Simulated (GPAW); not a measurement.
## Quasiparticle gap of Si2MoN4 (MoSi2N4-type monolayer) in GPAW

Wanted: ground state, empty states, screening and self-energy for Si2MoN4 (MoSi2N4-type monolayer).

Method: LDA and many-body steps on it, plane waves, in GPAW 26.7.0.

Report form: the programs' logs are mostly left out.

## (1) The starting structure

The cell holds 7 atoms: 1 Mo, 4 N and 2 Si. Its edges and angles: a = 2.909 Å, b = 2.909 Å, c = 17.900 Å, α = 90.0°, β = 90.0°, γ = 120.0°. Vacuum lies along c.

The start is a generated structure, not a measured one.

## (2) Relaxation

This step: GPAW 26.7.0; DFT, LDA, plane waves, PAW.

Gaps follow bond lengths, so the structure is brought to rest first.

run.py reads:

```python
import json
import numpy as np
from gpaw.mpi import world
from ase import Atoms
from ase.constraints import FixSymmetry
from ase.filters import FrechetCellFilter
from ase.optimize import BFGS
from gpaw import GPAW, PW, FermiDirac

atoms = Atoms(['Mo', 'N', 'N', 'Si', 'Si', 'N', 'N'],
    cell=[[2.9094724000, 0.0000000000, 0.0000000000],
      [-1.4547362000, 2.5196770100, 0.0000000000],
      [0.0000000000, 0.0000000000, 17.9000000000]],
    scaled_positions=[[0.0000000000, 0.0000000000, 0.5000000000],
      [0.3333333333, 0.6666666667, 0.5778577430],
      [0.3333333333, 0.6666666667, 0.4221422570],
      [0.3333333333, 0.6666666667, 0.6738018771],
      [0.3333333333, 0.6666666667, 0.3261981229],
      [0.6666666667, 0.3333333333, 0.6937723783],
      [0.6666666667, 0.3333333333, 0.3062276217]],
    pbc=(True, True, False))
atoms.set_constraint(FixSymmetry(atoms))
atoms.calc = GPAW(mode=PW(700),
    xc='LDA',
    kpts={'size': (9, 9, 1), 'gamma': True},
    occupations=FermiDirac(0.02),
    convergence={'density': 1e-5},
    txt='relax.txt')
steps = []
opt = BFGS(FrechetCellFilter(atoms, mask=[1, 1, 0, 0, 0, 1]), logfile='bfgs.log')
opt.attach(lambda: steps.append([atoms.get_potential_energy(), atoms.cell[:], atoms.positions.copy(), atoms.get_forces()]))
converged = opt.run(fmax=0.03, steps=50)
res = {'converged': bool(converged), 'steps': steps, 'cell': atoms.cell[:], 'frac': atoms.get_scaled_positions()}

if world.rank == 0:
    with open('result.json', 'w') as f:
        json.dump(res, f, default=lambda x: x.tolist())
```

Started as:

```
$ mpirun -n 16 gpaw python run.py
```

Wall time 54 s (16 MPI ranks of Arm Neoverse V2, shared host); peak memory 3.7 GiB.

The steps of the relaxation:

| step | energy less that of the first step (eV) | largest force (eV/Å) |
| --- | --- | --- |
| 1 | 0.0000 | 4.3016 |
| 2 | -0.6020 | 2.2604 |
| 3 | -0.9958 | 0.6448 |
| 4 | -1.0183 | 0.5555 |
| 5 | -1.0766 | 0.5618 |
| 6 | -1.0808 | 0.2080 |
| 7 | -1.0809 | 0.0478 |
| 8 | -1.0814 | 0.0420 |
| 9 | -1.0853 | 0.0664 |
| 10 | -1.0864 | 0.0319 |
| 11 | -1.0867 | 0.0029 |

The atoms that moved most (Å):

```
atom     dx     dy      dz  length
  N3  0.000  0.000   0.169   0.169
  N2  0.000  0.000  -0.169   0.169
 Si4  0.000  0.000  -0.151   0.151
 Si5  0.000  0.000   0.151   0.151
```

## (3) Ground state

The ground-state density comes first.

run.py reads:

```python
import json
import numpy as np
from gpaw.mpi import world
from ase import Atoms
from gpaw import GPAW, PW, FermiDirac

atoms = Atoms(['Mo', 'N', 'N', 'Si', 'Si', 'N', 'N'],
    cell=[[2.8663392189, 0.0000000000, 0.0000000000],
      [-1.4331696094, 2.4823225794, 0.0000000000],
      [0.0000000000, 0.0000000000, 17.9000000000]],
    scaled_positions=[[0.0000000000, 0.0000000000, 0.5000000000],
      [0.3333333333, 0.6666666667, 0.5684351220],
      [0.3333333333, 0.6666666667, 0.4315648780],
      [0.3333333333, 0.6666666667, 0.6653937866],
      [0.3333333333, 0.6666666667, 0.3346062134],
      [0.6666666667, 0.3333333333, 0.6937060245],
      [0.6666666667, 0.3333333333, 0.3062939755]],
    pbc=(True, True, False))
calc = GPAW(mode=PW(600),
    xc='LDA',
    kpts={'size': (12, 12, 1), 'gamma': True},
    occupations=FermiDirac(0.001),
    nbands=-9,
    convergence={'density': 1e-6, 'bands': -3},
    maxiter=100,
    txt='gs.txt')
atoms.calc = calc
res = {'energy': atoms.get_potential_energy()}
kpts = calc.get_ibz_k_points()
res['kpts'] = kpts
res['eigenvalues'] = [calc.get_eigenvalues(kpt=k) for k in range(len(kpts))]
res['n_electrons'] = calc.get_number_of_electrons()
calc.write('gs.gpw')

if world.rank == 0:
    with open('result.json', 'w') as f:
        json.dump(res, f, default=lambda x: x.tolist())
```

Started as:

```
$ mpirun -n 16 gpaw python run.py
```

Elapsed: 11 s, on 16 MPI ranks; peak memory 2.6 GiB.

Numbers from this step:

```
total energy               : -68.1455 eV
gap                        : 1.756 eV
k of the valence top       : 0, 0, 0
k of the conduction bottom : 0.3333, 0.3333, 0
least direct gap           : 2.161 eV
```

The gap is indirect, with the least direct gap 0.40 eV higher.

## (4) Bands along the symmetry lines

The cheap functional maps the bands first; the places of the edges decide which points the dearer methods must see.

run.py reads:

```python
import json
import numpy as np
from gpaw.mpi import world
from gpaw import GPAW

path = [[0.000000, 0.000000, 0.000000],
    [0.062500, 0.000000, 0.000000],
    [0.125000, 0.000000, 0.000000],
    [0.187500, 0.000000, 0.000000],
    [0.250000, 0.000000, 0.000000],
    [0.312500, 0.000000, 0.000000],
    [0.375000, 0.000000, 0.000000],
    [0.437500, 0.000000, 0.000000],
    [0.500000, 0.000000, 0.000000],
    [0.479167, 0.041667, 0.000000],
    [0.458333, 0.083333, 0.000000],
    [0.437500, 0.125000, 0.000000],
    [0.416667, 0.166667, 0.000000],
    [0.395833, 0.208333, 0.000000],
    [0.375000, 0.250000, 0.000000],
    [0.354167, 0.291667, 0.000000],
    [0.333333, 0.333333, 0.000000],
    [0.291667, 0.291667, 0.000000],
    [0.250000, 0.250000, 0.000000],
    [0.208333, 0.208333, 0.000000],
    [0.166667, 0.166667, 0.000000],
    [0.125000, 0.125000, 0.000000],
    [0.083333, 0.083333, 0.000000],
    [0.041667, 0.041667, 0.000000],
    [0.000000, 0.000000, 0.000000]]
calc = GPAW('gs.gpw').fixed_density(kpts=path,
    symmetry='off',
    nbands=31,
    convergence={'bands': 27},
    txt='bands.txt')
res = {}
kpts = calc.get_ibz_k_points()
res['kpts'] = kpts
res['eigenvalues'] = [calc.get_eigenvalues(kpt=k) for k in range(len(kpts))]
res['n_electrons'] = calc.get_number_of_electrons()

if world.rank == 0:
    with open('result.json', 'w') as f:
        json.dump(res, f, default=lambda x: x.tolist())
```

Started as:

```
$ mpirun -n 16 gpaw python run.py
```

The job ended after 13 s (16 MPI ranks; peak memory 3.4 GiB; 2.9 min of CPU time).

Numbers from this step:

```
gap                        : 1.756 eV
k of the valence top       : 0, 0, 0
k of the conduction bottom : 0.3333, 0.3333, 0
least direct gap           : 2.161 eV
```

The gap is 1.756 eV, as in the run before at this level.

Electronic bands along the path, in eV, zero at the top of the highest filled band:

| point | band 18 | band 19 | band 20 | band 21 | band 22 | band 23 | band 24 | band 25 |
| --- | --- | --- | --- | --- | --- | --- | --- | --- |
| Γ | -2.72 | -2.72 | -2.45 | 0.00 | 2.88 | 2.88 | 3.15 | 3.15 |
| halfway | -3.48 | -3.13 | -2.38 | -1.19 | 2.77 | 2.83 | 3.46 | 4.40 |
| M | -2.87 | -2.09 | -2.03 | -1.10 | 2.31 | 2.81 | 3.21 | 3.57 |
| halfway | -3.28 | -2.54 | -2.17 | -0.81 | 2.49 | 3.61 | 3.93 | 4.23 |
| K | -3.16 | -2.72 | -2.34 | -0.40 | 1.76 | 4.24 | 5.07 | 5.18 |
| halfway | -3.04 | -2.83 | -2.41 | -1.39 | 2.80 | 3.03 | 3.61 | 4.65 |
| Γ | -2.72 | -2.72 | -2.45 | 0.00 | 2.88 | 2.88 | 3.15 | 3.15 |

## (5) Empty states on the mesh, 12×12×1 mesh, 216 bands

The sums over transitions need many empty states on a uniform mesh; this step solves for them.

run.py reads:

```python
import json
import numpy as np
from gpaw.mpi import world
from gpaw import GPAW

calc = GPAW('gs.gpw').fixed_density(kpts={'size': (12, 12, 1), 'gamma': True},
    nbands=252,
    convergence={'bands': 216},
    txt='nscf.txt')
calc.write('full.gpw', mode='all')
res = {}
kpts = calc.get_ibz_k_points()
res['kpts'] = kpts
res['eigenvalues'] = [calc.get_eigenvalues(kpt=k) for k in range(len(kpts))]
res['n_electrons'] = calc.get_number_of_electrons()

if world.rank == 0:
    with open('result.json', 'w') as f:
        json.dump(res, f, default=lambda x: x.tolist())
```

Started as:

```
$ mpirun -n 16 gpaw python run.py
```

Run time: 80 s. Hardware: 16 MPI ranks; peak memory 3.2 GiB; 19 min of CPU time.

This step gave:

* gap: 1.756 eV
* k of the valence top: 0, 0, 0
* k of the conduction bottom: 0.3333, 0.3333, 0
* least direct gap: 2.161 eV
* k points computed: 19
* lowest point of the top converged band, above the valence top: 69.9049 eV

On this mesh the gap is 1.756 eV.

## (6) Screening and self-energy, 12×12×1 mesh, 96 bands, screening to 48 eV

G0W0 replaces the xc potential by the self-energy, built once from these orbitals. Only a window of levels is corrected, while the sums run over the empty bands that the input names.

This step: G0W0 on LDA, plane waves, PAW.

run.py reads:

```python
import json
import numpy as np
from gpaw.mpi import world
from gpaw.response.g0w0 import G0W0

gw = G0W0('full.gpw',
    filename='gw',
    kpts=[0, 9],
    bands=(19, 23),
    ecut=48,
    nbands=96,
    truncation='2D',
    integrate_gamma='sphere',
    q0_correction=True,
    frequencies={'type': 'nonlinear', 'domega0': 0.15, 'omega2': 15.0},
    eta=0.1,
    nblocksmax=True)
gw.calculate()
res = {mode: {k: v for k, v in r.items() if k != 'sigma_eskwn'}
       for mode, r in gw.all_results.items()}

if world.rank == 0:
    with open('result.json', 'w') as f:
        json.dump(res, f, default=lambda x: x.tolist())
```

Started as:

```
$ mpirun -n 16 gpaw python run.py
```

Elapsed: 3.4 min, on 16 MPI ranks; peak memory 7.7 GiB.

This step gave:

```
G0W0 gap on the points computed              : 2.914 eV
least direct G0W0 gap on the computed points : 3.216 eV
Z at the valence top                         : 0.7737
Z at the conduction bottom                   : 0.7735
starting gap on the mesh                     : 1.756 eV
k of the valence top                         : 0, 0, 0
k of the conduction bottom                   : 0.3333, 0.3333, 0
```

The gap on the mesh goes from 1.76 eV to 2.91 eV, a correction of +1.16 eV.

Limits: finite bands, cutoff and mesh; no spin-orbit coupling. v1 is the top filled band, c1 the lowest empty one. Levels before and after the correction, in eV, zero at the valence-band top of each column:

|  | conduction bottom | valence top |
| --- | --- | --- |
| Kohn-Sham | 1.76 | 0.00 |
| G0W0 | 2.91 | 0.00 |

```csv
,level,energy (eV)
Kohn-Sham,Γ v2,-2.453
Kohn-Sham,Γ v1,0.000
Kohn-Sham,Γ c1-c2,2.877
Kohn-Sham,(0.333 0.333 0) v2,-2.337
Kohn-Sham,(0.333 0.333 0) v1,-0.405
Kohn-Sham,(0.333 0.333 0) c1,1.756
Kohn-Sham,(0.333 0.333 0) c2,4.242
G0W0,Γ v2,-3.199
G0W0,Γ v1,0.000
G0W0,Γ c1-c2,4.048
G0W0,(0.333 0.333 0) v2,-3.234
G0W0,(0.333 0.333 0) v1,-0.302
G0W0,(0.333 0.333 0) c1,2.914
G0W0,(0.333 0.333 0) c2,5.438
```

## (7) Where the time went

Times are wall times on 16 MPI ranks of Arm Neoverse V2, shared host, good to a factor of about two.

| step | time | share | memory (GiB) |
| --- | --- | --- | --- |
| relaxation | 54 s | 15 % | 3.7 |
| ground state | 11 s | 3 % | 2.6 |
| bands along the symmetry lines | 13 s | 4 % | 3.4 |
| empty states on the mesh | 80 s | 22 % | 3.2 |
| screening and self-energy | 3.4 min | 57 % | 7.7 |

## (8) Summary of results

| Property | Result |
| --- | --- |
| LDA gap | 1.76 eV, indirect |
| G0W0 gap on the mesh | 2.91 eV |
| GW settings | 12×12×1 mesh, 96 bands, screening to 48 eV, full frequency, Hilbert transform |
| known limits | not at the basis limit; no spin-orbit coupling |

In words: G0W0 moves the gap on the mesh from 1.76 eV to 2.91 eV (+1.16 eV), with Z of 0.77 and 0.77 at the edges. Only 2 of the mesh's irreducible points were corrected, so a valley elsewhere could overtake. The dearest step here is «screening and self-energy». Bands and cutoff are finite, so the gap is not at the basis limit. The miss can reach some tenths of an eV and take either sign; the mesh is an error of its own. These stock PAW sets were not made for GW. In the G0W0 run levels were corrected at 2 k points alone, so a gap called «on the mesh» is the least over those, and an edge elsewhere would be missed. The many-body steps are scalar-relativistic: spin-orbit coupling is not in them.

[Paths, hosts, dates, memory and timing lines, banners, echoed tables and standing remarks are left out of the program output.]

[Logs are printed without paths, hosts, clocks, repeated set-up lines and the standing remarks that a program may print on its own settings, such as how far it seeks lower states.]

[Runs of the session that timed out or met a known fault of the program may be left out.]

[Hosts, paths, dates, database ids (printed as entryN), source tags and the programs' standing remarks are cut or masked in the printed files.]
